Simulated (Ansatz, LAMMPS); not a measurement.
# Amorphous Si0.8Ge0.2 (141 atoms) under strain: runs compared

How stiff is amorphous Si0.8Ge0.2 (141 atoms), and how do its levels respond to strain?

Computed with Ansatz 0.2.0: Kohn-Sham DFT, LDA, PAW (set soft_2), plane waves.

### 1. The cell

The cell holds 141 atoms: 113 Si and 28 Ge. Its edges and angles: a = 14.380 Å, b = 14.380 Å, c = 14.380 Å, α = 90.0°, β = 90.0°, γ = 90.0°. 141 atoms (113 Si, 28 Ge) placed at random at 2.91 g/cm³, melted at 3500 K for 10 ps at fixed volume with the Tersoff potential (Tersoff, Phys. Rev. B 39, 5566 (1989)). Quenched from 3500 K to 300 K at 10 K/ps and fixed volume, held 5 ps, then minimised at fixed cell.

Limits known from the start: The quench rate of 10 K/ps is many orders above laboratory rates, so the cell is likely richer in defects and strain than a real sample. The starting topology of bonds comes from the classical model, and needn't be the one that DFT or experiment would give. Sampling is at Γ alone.

### 2. The reference run

The reference is a single point at the end of the relaxation.

Every strained cell starts from the geometry of this run, and its atoms are relaxed with the cell held.

Its input, with most atom lines left out:

```yaml
crystal:
  lattice:
    - [14.11627, -0.10872, 0.02878]
    - [-0.10872, 13.89808, -0.0163]
    - [0.02878, -0.0163, 14.39381]
  atoms:
    - { symbol: Si, position: [0.07684, 0.12939, 0.39625] }
    - { symbol: Si, position: [0.1104, 0.64914, 0.41799] }
    - { symbol: Si, position: [0.57225, 0.59474, 0.59647] }
    - { symbol: Si, position: [0.05423, 0.28333, 0.33204] }
    - { symbol: Si, position: [0.7543, 0.93128, 0.21093] }
    - { symbol: Si, position: [0.44151, 0.84378, 0.987] }
    - { symbol: Si, position: [0.90272, 0.33261, 0.28806] }
    [... atom lines 8 to 141 left out ...]
kpoints:
  mp_grid: { grid: [1, 1, 1] }
hamiltonian:
  xc: lda
scf:
  occupations: { method: fermi_dirac, width: 0.025 }
output:
  forces: true
  stress: true
  populations: true
  dos:
    method: { smearing: { sigma: 0.15 } }
    de: 0.1
    projected: { site_lists: { Ge: [Ge], Si: [Si] } }
  eigenvalues: true
  write_density: true
  write_potential: true
  volumetric_format: npy
  elf: true
```

| Item | Value |
| --- | --- |
| free energy per atom | -1324.7282 eV/atom |
| r.m.s. force component | 0.00217 eV/Å |
| pressure | -0.009964 GPa |

Filled and empty levels are parted by 0.246 eV (at Γ alone); a semilocal functional tends to put such gaps too low. In a disordered cell it changes from sample to sample, and tail or defect levels can set it.

### 3. The runs

Each row is one run, on 8 threads of Arm Neoverse V1, shared host. The free energy is the program's total, comparable only between runs with the same functional and atoms.

```tsv
run	atoms	outcome	relaxation steps	free energy (eV)	time	host memory (GiB)
Single point at the start	141	converged	-	-186781.089	32 s	4.0
Cell and atoms relaxed	141	converged	23	-186786.681	9.4 min	4.1
Single point at the relaxed geometry	141	converged	-	-186786.681	46 s	3.9
Volume -3 %	141	converged	3	-186786.086	85 s	3.8
Volume +3 %	141	converged	4	-186786.130	2 min	4.0
Volume -6 %	141	converged	16	-186784.833	7.3 min	3.7
Volume +6 %	141	converged	5	-186784.595	2.6 min	4.1
Volume -10 %	141	converged	35	-186780.816	15 min	3.6
Stretched by 1 % along x	141	converged	3	-186786.579	88 s	3.9
Compressed by 1 % along x	141	converged	3	-186786.581	87 s	3.9
Sheared by 2 % in xy	141	converged	3	-186786.547	86 s	3.9
```

In some runs the program notes that the SCF threshold is loose for the stress.

### 4. Pressure against volume

Atoms are relaxed at each volume, in the scaled cell.

```tsv
volume change (%)	volume (Å³/atom)	energy change (meV/atom)	pressure (GPa)	largest move on relaxing (Å)	bonds	gap (eV)
-10	18.024	41.59	7.78	1.57	302	0.229
-6	18.825	13.10	4.43	1.14	291	0.229
-3	19.426	4.22	2.32	0.09	288	0.239
+0	20.026	0.00	-0.01	-	288	0.246
+3	20.627	3.91	-2.02	0.08	286	0.250
+6	21.228	14.79	-3.74	0.17	285	0.250
```

### 5. Uniaxial strain and shear

Stress (GPa, compression positive) less that of the relaxed cell, atoms relaxed:

```tsv
strain	xx	yy	zz	xy	energy change (meV/atom)
stretched by 1 % along x	-1.138	-0.511	-0.518	-0.038	0.72
compressed by 1 % along x	1.163	0.543	0.547	0.036	0.71
sheared by 2 % in xy	-0.073	0.033	-0.025	-0.756	0.95
```

### 6. What came out

The bulk modulus, from the slope of pressure against ln V over the three points nearest the relaxed volume, is 72.4 GPa; between neighbouring points the slope runs 77, 67, 77, 68 and 60 GPa from the smallest volume up, not steadily, so no pressure derivative is given. The count of bonds runs from 285 to 302 over the series, so at some points contacts cross the cutoffs. At -10 % and -6 % some atom moved by over 0.5 Å on relaxing, so those points may sit in another local minimum. The gap changes by +0.2 eV per unit of ln V, on the run's k-points. In the Cartesian axes of the cell, finite differences give C11 = 115, C12 = 52.7, C13 = 53.3 and C66 = 37.8 GPa (the shear of 2 % is the engineering strain, εxy = 0.01). The mean of C11, C12 and C13, which equals the bulk modulus in a cubic or isotropic solid, is 73.7 GPa: it agrees with the bulk modulus within 10 %. For an isotropic solid C66 would equal (C11 − C12)/2 = 31.2 GPa; so small a sample needn't be isotropic, and C66 rests on one shear. With the bulk modulus and C66 as K and G, Young's modulus would be about 97 GPa and Poisson's ratio 0.28.

**Limits.** Strains are finite and relaxations stop at the force tolerance of the input, which can leave moduli too stiff; they are those of a static cell at zero temperature. Volumes are changed with the cell's shape held, so in an anisotropic solid the modulus lies over the one under free hydrostatic load. The program notes that the SCF threshold of the relaxations is loose for the stress.

The DFT runs together took 43 min of wall time.

[Long decimals in the printed logs are rounded to 6 places.]

[Logs are printed without paths, hosts, clocks, repeated set-up lines and the standing remarks that a program may print on its own settings, such as how far it seeks lower states.]

[Hosts, paths, dates, database ids (printed as entryN), source tags and the programs' standing remarks are cut or masked in the printed files.]
